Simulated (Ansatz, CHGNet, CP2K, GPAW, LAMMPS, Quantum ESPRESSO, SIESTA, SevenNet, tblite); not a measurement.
# CP2K runs on aqueous Cs+ and SO4 2-, 1.7 mol of salt per kg of water at 360 K (106 atoms)

Wanted: CP2K inputs and outputs for aqueous Cs+ and SO4 2-, 1.7 mol of salt per kg of water at 360 K (106 atoms), checked against a plane-wave reference.

Method: the method is named at each step, in CP2K 2026.2.

### Step 1. The structure

The cell holds 106 atoms: 37 O, 1 S, 66 H and 2 Cs. Its edges and angles: a = 10.287 Å, b = 10.287 Å, c = 10.287 Å, α = 90.0°, β = 90.0°, γ = 90.0°. 33 H2O, 2 Cs+, 1 SO4 2- placed at random, at 1.46 g/cm³; overlaps pushed apart, then 10 ps at 420 K with Joung-Cheatham ions (J. Phys. Chem. B 112, 9020 (2008)); MMFF94 bonds, angles, torsions, charges and radii (Halgren, J. Comput. Chem. 17, 490 (1996)) in harmonic and 12-6 forms; SPC/E water (Berendsen, Grigera and Straatsma, J. Phys. Chem. 91, 6269 (1987)). Snapshot after 20 ps at 360 K and fixed volume.

The yardstick, on the same geometry:

| Quantity | Value |
| --- | --- |
| method | Kohn-Sham DFT, PBE, SSSP efficiency 1.3.0 pseudopotentials, plane waves (Quantum ESPRESSO 7.5); sssp-pbe-1.3.0-efficiency, cutoffs 60/480 Ry, Γ point |
| r.m.s. force component | 0.6778 eV/Å |
| longest force | 3.947 eV/Å |
| pressure | 0.31 GPa |
| gap (highest filled to lowest empty level) | 4.14 eV |
| time | 2.8 min on 2 MPI ranks of Arm Neoverse V2, shared host |
| CPU time | 5.6 min |

### Step 2. PBE, DZVP-UZH, 600/50 Ry, OT CG

Method: Kohn-Sham DFT, PBE, GTH-PBE pseudopotentials, Gaussian and plane waves, DZVP-MOLOPT (UZH set), orbital transformation.

File input.inp:

```
&GLOBAL
  PROJECT cell
  RUN_TYPE ENERGY_FORCE
  PRINT_LEVEL LOW
&END GLOBAL
&FORCE_EVAL
  METHOD QS
  STRESS_TENSOR ANALYTICAL
  &DFT
    BASIS_SET_FILE_NAME BASIS_MOLOPT_UZH
    POTENTIAL_FILE_NAME POTENTIAL_UZH
    &MGRID
      CUTOFF 600
      REL_CUTOFF 50
      NGRIDS 5
    &END MGRID
    &QS
      EPS_DEFAULT 1.0E-12
    &END QS
    &SCF
      SCF_GUESS ATOMIC
      EPS_SCF 1.0E-06
      MAX_SCF 30
      &OT
        MINIMIZER CG
        PRECONDITIONER FULL_ALL
        ENERGY_GAP 0.001
      &END OT
      &OUTER_SCF
        EPS_SCF 1.0E-06
        MAX_SCF 8
      &END OUTER_SCF
      &PRINT
        &RESTART OFF
        &END RESTART
      &END PRINT
    &END SCF
    &XC
      &XC_FUNCTIONAL PBE
      &END XC_FUNCTIONAL
    &END XC
    &PRINT
      &MULLIKEN ON
      &END MULLIKEN
      &LOWDIN ON
      &END LOWDIN
      &MO_CUBES
        NHOMO 1
        NLUMO 4
        WRITE_CUBE F
      &END MO_CUBES
    &END PRINT
  &END DFT
  &SUBSYS
    &CELL
      A 10.28660 0.00000 0.00000
      B 0.00000 10.28660 0.00000
      C 0.00000 0.00000 10.28660
    &END CELL
    &TOPOLOGY
      COORD_FILE_NAME structure.xyz
      COORD_FILE_FORMAT XYZ
    &END TOPOLOGY
    &KIND O
      BASIS_SET DZVP-MOLOPT-PBE-GTH-q6
      POTENTIAL GTH-PBE-q6
    &END KIND
    &KIND S
      BASIS_SET DZVP-MOLOPT-PBE-GTH-q6
      POTENTIAL GTH-PBE-q6
    &END KIND
    &KIND H
      BASIS_SET DZVP-MOLOPT-PBE-GTH-q1
      POTENTIAL GTH-PBE-q1
    &END KIND
    &KIND Cs
      BASIS_SET DZVP-MOLOPT-PBE-GTH-q9
      POTENTIAL GTH-PBE-q9
    &END KIND
  &END SUBSYS
  &PRINT
    &FORCES ON
    &END FORCES
    &STRESS_TENSOR ON
    &END STRESS_TENSOR
  &END PRINT
&END FORCE_EVAL
```

File structure.xyz:

```xyz
106

O 3.43254 8.34439 10.18764
S 2.11647 7.86935 0.23268
O 1.15519 8.89462 0.40797
O 1.72753 7.01947 9.42829
O 2.21831 7.04478 1.40371
O 5.87529 3.03115 5.17838
H 6.37718 3.07682 6.04214
H 5.34142 2.18611 5.14741
O 3.70379 0.10050 1.69821
H 3.60782 9.63392 1.04738
H 4.03811 10.03242 2.57144
O 5.29873 10.27261 4.16021
H 6.15015 0.09001 3.64619
H 5.50426 9.94714 5.08323
O 4.93613 5.34379 8.06984
H 4.12596 5.82201 7.73079
H 5.18784 5.70865 8.96621
O 2.38083 9.19437 5.23722
H 2.86739 8.60577 4.59163
H 2.57360 10.15246 5.02531
O 9.66704 3.67715 5.37228
H 9.17575 4.49298 5.67728
H 9.48023 3.51853 4.40277
O 3.34808 1.64442 5.24534
H 4.06753 1.15035 4.75714
H 3.22598 2.54768 4.83388
O 8.71738 1.10972 5.78590
H 9.07556 1.99807 5.49829
H 8.50311 0.55959 4.97871
O 8.29265 10.10946 3.33080
H 7.79745 0.30644 2.60909
H 9.21268 9.88378 3.01027
O 5.70701 0.42329 6.65399
H 5.32332 0.33339 7.57310
H 6.70275 0.49252 6.71386
O 2.88416 4.33704 4.51643
H 3.79956 4.73657 4.56550
H 2.28126 4.94734 4.00262
O 3.63240 7.42631 3.50660
H 4.31502 6.71520 3.67551
H 3.03146 7.14085 2.76010
O 5.52812 7.09673 0.10348
H 4.75529 7.71536 0.24482
H 5.45529 6.32317 0.73313
O 0.93227 5.73046 3.22547
H 0.15944 5.14505 2.98065
H 1.22493 6.24942 2.42229
O 7.85361 0.11336 0.17539
H 8.02056 9.42787 0.34018
H 8.64496 0.51382 10.00022
O 8.87857 4.55079 2.71700
H 8.13711 4.83717 3.32391
H 8.53850 4.49638 1.77814
O 7.49996 7.13005 3.95551
H 7.25987 8.06634 3.69906
H 8.36105 7.13417 4.46397
[... 46 atom lines left out ...]
H 3.99490 2.15556 9.43096
H 4.66826 3.46144 8.71830
Cs 0.16047 8.48912 7.84806
Cs 1.63351 3.04998 6.97987
```

Started as:

```
$ OMP_NUM_THREADS=1 mpirun -np 4 cp2k.psmp -i input.inp > output.txt
```

The program printed:

```text
CP2K| version string:                                       CP2K version 2026.2
 CP2K| Input file name                                                 input.inp
 GLOBAL| Basis set file name                                    BASIS_MOLOPT_UZH
 GLOBAL| Potential file name                                       POTENTIAL_UZH
 GLOBAL| Run type                                                   ENERGY_FORCE
 GLOBAL| Total number of message passing processes                             4
 GLOBAL| Number of threads for this process                                    1
 TOTAL NUMBERS AND MAXIMUM NUMBERS
  Total number of            - Atomic kinds:                                   4
                             - Atoms:                                        106
                             - Shell sets:                                   106
                             - Shells:                                       400
                             - Primitive Cartesian functions:                531
                             - Cartesian basis functions:                    892
                             - Spherical basis functions:                    852
  Maximum angular momentum of- Orbital basis functions:                        2
                             - Local part of the GTH pseudopotential:          2
                             - Non-local part of the GTH pseudopotential:      3
 SCF PARAMETERS         Density guess:                                    ATOMIC
                        max_scf:                                              30
                        eps_scf:                                        1.00E-06
                        Outer loop SCF in use
                        eps_scf                                         1.00E-06
                        max_scf                                                8
 Extrapolation method: initial_guess
 Number of electrons:                                                        312
[... lines left out ...]
  Step     Update method      Time    Convergence         Total energy    Change
[... lines left out ...]
  Hartree energy:                                             721.250061
  Exchange-correlation energy:                               -162.956691
  Total energy:                                              -683.241822
  outer SCF iter =    1 RMS gradient =   0.15E-03 energy =       -683.2418220211
  ----------------------------------- OT ---------------------------------------
  Minimizer      : CG                  : conjugate gradient
  Preconditioner : FULL_ALL            : diagonalization, state selective
  Precond_solver : DEFAULT
  Line search    : 2PNT                : 2 energies, one gradient
  stepsize       :    0.15000000                  energy_gap     :    0.00100000
  eps_taylor     :   0.10000E-15                  max_taylor     :             4
  ----------------------------------- OT ---------------------------------------
  Step     Update method      Time    Convergence         Total energy    Change
[...]
- OT LS       0.13E+00    1.1                     -683.2427569176
     4 OT CG       0.13E+00    2.9     0.00000231      -683.2427569682 -3.66E-07
     - OT LS       0.11E+00    1.1                     -683.2427570060
     5 OT CG       0.11E+00    2.9     0.00000045      -683.2427570071 -3.89E-08
  *** SCF run converged in     5 steps ***
  Electronic density on regular grids:       -312.0000000001       -0.0000000001
  Core density on regular grids:              311.9999999999       -0.0000000001
  Total charge density on r-space grids:       -0.0000000003
  Total charge density g-space grids:          -0.0000000003
  Overlap energy of the core charge distribution:               1.89674e-06
  Self energy of the core charge distribution:              -1738.746401
  Core Hamiltonian energy:                                    497.210691
  Hartree energy:                                             721.249702
  Exchange-correlation energy:                               -162.956752
  Total energy:                                              -683.242757
  outer SCF iter =    2 RMS gradient =   0.45E-06 energy =       -683.2427570071
  outer SCF loop converged in   2 iterations or   68 steps
 !-----------------------------------------------------------------------------!
                     Mulliken Population Analysis
 #  Atom  Element  Kind  Atomic population                           Net charge
       1     O        1          6.472487                             -0.472487
       2     S        2          5.483063                              0.516937
       3     O        1          6.461535                             -0.461535
[...]
# Total charge                            312.000000                 -0.000000
 !-----------------------------------------------------------------------------!
 LOWDIN POPULATION ANALYSIS
 #  Atom  Element  Kind  Atomic population                           Net charge
[...]
105     Cs       4          8.340557                              0.659443
     106     Cs       4          8.324135                              0.675865
 # Total charge                            312.000000                 -0.000000
  Eigenvalues of the occupied subspace spin            1
      -0.99406011     -0.84177132     -0.82219921     -0.81647989
      -0.78495870     -0.78188295     -0.77703364     -0.77592708
      -0.77150239     -0.76834912     -0.76796938     -0.76678667
[...]
-0.06762034     -0.06717722     -0.06580720     -0.06049485
 Fermi Energy [eV] :   -1.646148
  Using OT eigensolver for additional unoccupied orbitals spin            1
  Lowest Eigenvalues of the unoccupied subspace spin            1
 OT| Eigensolver reached convergence in 163 iterations
       0.09405097      0.14648527      0.15652151      0.15966948
 HOMO - LUMO gap [eV] :    4.205405
 ENERGY| Total FORCE_EVAL ( QS ) energy [hartree]           -683.242757
 FORCES| Atomic forces [hartree/bohr]
 FORCES|   Atom     x               y               z               |f|
 FORCES|      1  4.37574357E-02  5.64418877E-02 -1.02011406E-02   7.21419651E-02
 FORCES|      2  4.01255163E-02 -3.95421551E-02 -1.80378971E-02   5.91523864E-02
 FORCES|      3 -5.69818200E-02  6.42713380E-02  1.02946891E-02   8.65084580E-02
[...]
FORCES|    105 -2.69373390E-02  2.18116045E-02 -2.54602065E-02   4.30068418E-02
 FORCES|    106  9.39988212E-04 -4.17551479E-03  2.53364239E-03   4.97371545E-03
 FORCES| Sum    -2.18288139E-03 -2.36813860E-03  3.30267122E-03
 FORCES| Total atomic force                                       4.61309969E-03
 STRESS| Analytical stress tensor [bar]
 STRESS|                        x                   y                   z
 STRESS|      x        1.91194628988E+04  -5.06494562235E+03   2.30756746034E+03
 STRESS|      y       -5.06494562235E+03   4.79118969768E+03   4.72452741262E+03
 STRESS|      z        2.30756746034E+03   4.72452741262E+03   2.30745521860E+04
 STRESS| 1/3 Trace                                             1.56617349275E+04
```

Elapsed: 2.5 min, on 4 MPI ranks of Arm Neoverse V2, shared host; peak memory 2.7 GiB; 10 min of CPU time.

Banners and routine set-up lines are dropped from the logs; longer cuts are marked.

Against the reference:

```yaml
r_m_s_force_component: 0.6677 eV/Å
r_m_s_difference_of_force_components: 125.6 meV/Å
longest_difference_of_force_vectors: 569.8 meV/Å
force_difference_over_r_m_s_force: 18.53 %
slope_of_forces_against_the_reference_s: 0.9681
correlation_of_force_components: 0.9827
spacing_of_highest_filled_and_lowest_empty_level: 4.205 eV
gap_difference: 0.0654 eV
pressure: 1.566 GPa
pressure_difference: 1.256 GPa
```

Length of the force difference by element (eV/Å):

| element | atoms | mean | most |
| --- | --- | --- | --- |
| Cs | 2 | 0.18 | 0.31 |
| H | 66 | 0.17 | 0.23 |
| O | 37 | 0.26 | 0.57 |
| S | 1 | 0.099 | 0.099 |

The surroundings of H74, picked at random, nearest first, numbered as they follow in the input and with coordinates relative to it.

| atom | x | y | z | distance (Å) | bonds | Mulliken charge (e) | Fx | Fy | Fz (eV/Å) |
| --- | --- | --- | --- | --- | --- | --- | --- | --- | --- |
| H74 | 0.00 | 0.00 | 0.00 | 0.00 | 1 | 0.31 | -0.51 | -0.81 | -0.05 |
| O72 | -0.43 | -0.88 | 0.20 | 1.00 | 2 | -0.59 | -0.27 | 0.16 | 0.00 |
| H73 | -0.30 | -1.50 | -0.58 | 1.63 | 1 | 0.30 | 0.24 | 1.09 | 0.67 |
| H80 | 1.49 | 0.99 | -0.73 | 1.93 | 1 | 0.30 | 0.10 | 0.82 | -0.36 |
| O78 | 0.82 | 1.74 | -0.81 | 2.08 | 2 | -0.63 | 0.04 | -0.10 | -0.15 |
| H32 | -2.15 | -0.82 | 0.42 | 2.34 | 1 | 0.31 | 0.07 | 0.38 | -0.20 |
| H100 | -0.48 | -0.23 | -2.51 | 2.57 | 1 | 0.31 | 0.26 | 1.18 | -0.53 |
| O9 | 2.63 | -0.32 | -0.89 | 2.79 | 2 | -0.61 | 0.30 | -0.18 | 0.46 |
| O3 | 0.08 | -1.81 | -2.18 | 2.84 | 2 | -0.46 | -2.93 | 3.30 | 0.53 |
| H20 | 1.50 | -0.56 | 2.44 | 2.91 | 1 | 0.28 | -0.02 | -0.80 | 0.22 |

Forces lie 19 % from the reference's, at 1.8 times its CPU time (on 4 against 2 cores); the SCF took 68 steps, which the time reflects.

### Step 3. GFN1-xTB, OT DIIS

Method: GFN1-xTB tight binding (the program's own implementation), orbital transformation.

File input.inp:

```
&GLOBAL
  PROJECT cell
  RUN_TYPE ENERGY_FORCE
  PRINT_LEVEL LOW
&END GLOBAL
&FORCE_EVAL
  METHOD QS
  STRESS_TENSOR ANALYTICAL
  &DFT
    &QS
      METHOD XTB
      &XTB
        GFN_TYPE 1
        DO_EWALD T
        CHECK_ATOMIC_CHARGES F
      &END XTB
    &END QS
    &SCF
      SCF_GUESS ATOMIC
      EPS_SCF 1.0E-06
      MAX_SCF 30
      &OT
        MINIMIZER DIIS
        PRECONDITIONER FULL_SINGLE_INVERSE
      &END OT
      &OUTER_SCF
        EPS_SCF 1.0E-06
        MAX_SCF 8
      &END OUTER_SCF
      &PRINT
        &RESTART OFF
        &END RESTART
      &END PRINT
    &END SCF
    &PRINT
      &MULLIKEN ON
      &END MULLIKEN
      &MO_CUBES
        NHOMO 1
        NLUMO 4
        WRITE_CUBE F
      &END MO_CUBES
    &END PRINT
  &END DFT
  &SUBSYS
    &CELL
      A 10.28660 0.00000 0.00000
      B 0.00000 10.28660 0.00000
      C 0.00000 0.00000 10.28660
    &END CELL
    &TOPOLOGY
      COORD_FILE_NAME structure.xyz
      COORD_FILE_FORMAT XYZ
    &END TOPOLOGY
  &END SUBSYS
  &PRINT
    &FORCES ON
    &END FORCES
    &STRESS_TENSOR ON
    &END STRESS_TENSOR
  &END PRINT
&END FORCE_EVAL
```

structure.xyz is that of step 2.

Started as:

```
$ OMP_NUM_THREADS=1 cp2k.psmp -i input.inp > output.txt
```

The program printed:

```text
CP2K| version string:                                       CP2K version 2026.2
 CP2K| Input file name                                                 input.inp
 GLOBAL| Basis set file name                                           BASIS_SET
 GLOBAL| Potential file name                                           POTENTIAL
[... lines left out ...]
  Step     Update method      Time    Convergence         Total energy    Change
[... lines left out ...]
  Total energy:                                              -214.339792
[... lines left out ...]
  Step     Update method      Time    Convergence         Total energy    Change
[... lines left out ...]
  *** SCF run converged in     4 steps ***
[... lines left out ...]
  Total energy:                                              -214.339793
[... lines left out ...]
  outer SCF loop converged in   2 iterations or   34 steps
[... lines left out ...]
 Fermi Energy [eV] :   -5.668622
 ENERGY| Total FORCE_EVAL ( QS ) energy [hartree]           -214.339793
[... lines left out ...]
 FORCES|      1  4.28636045E-02  5.30181828E-02 -3.35146705E-03   6.82601540E-02
 FORCES|      2  1.50991841E-02 -3.97178333E-02 -4.34643192E-02   6.07835396E-02
 FORCES|      3 -4.10599120E-02  5.35305477E-02  1.59075845E-02   6.93144080E-02
[...]
FORCES|    105 -1.41324892E-02  1.05889053E-02  1.24870103E-02   2.16281666E-02
 FORCES|    106 -5.81808872E-03 -5.21390129E-03  5.31448184E-03   9.44873749E-03
 FORCES| Sum    -1.32185929E-15  8.05779055E-15 -1.27623606E-14
 FORCES| Total atomic force                                       1.51510115E-14
 STRESS| Analytical stress tensor [bar]
 STRESS|                        x                   y                   z
 STRESS|      x       -4.90588917781E+04  -2.28081537221E+03   1.28561702334E+04
 STRESS|      y       -2.28081537221E+03  -4.71361628260E+04   1.06668104672E+04
 STRESS|      z        1.28561702334E+04   1.06668104672E+04  -3.69101668440E+04
 STRESS| 1/3 Trace                                            -4.43684071493E+04
```

It took 5.4 s on 1 thread; peak memory 0.36 GiB.

Compared with the plane-wave run:

* r.m.s. force component: 0.8671 eV/Å
* r.m.s. difference of force components: 409.2 meV/Å
* longest difference of force vectors: 1892 meV/Å
* force difference over r.m.s. force: 60.37 %
* slope of forces against the reference's: 1.136
* correlation of force components: 0.8881
* pressure: -4.437 GPa
* pressure difference: -4.747 GPa

Against the first run (19 %), the force difference from the reference is 60 %, at 0.0090 times the CPU time (on 1 against 4 cores) (34 SCF steps against 68); the model has changed, so this is no error of the program alone.

(Part 1 of 3 ends here.)

[Long decimals in the printed logs are rounded to 6 places.]

[Also dropped from logs without a mark: lines with file paths, logging warnings of Python, QE's lines on negative density and diagonalisation, SIESTA's first energy breakdown, zero terms and Voronoi charges.]

[Logs are printed without paths, hosts, clocks, repeated set-up lines and the standing remarks that a program may print on its own settings, such as how far it seeks lower states.]

[Hosts, paths, dates, database ids (printed as entryN), source tags and the programs' standing remarks are cut or masked in the printed files.]

[Most failed runs of this program on this cell are left out, timed-out ones always.]

[The MMFF94 radii named for the starting cell were scaled by 0.96; in molecules described by MMFF94, hydrogen bound to N, O or S took a small fixed 12-6 site in their place.]
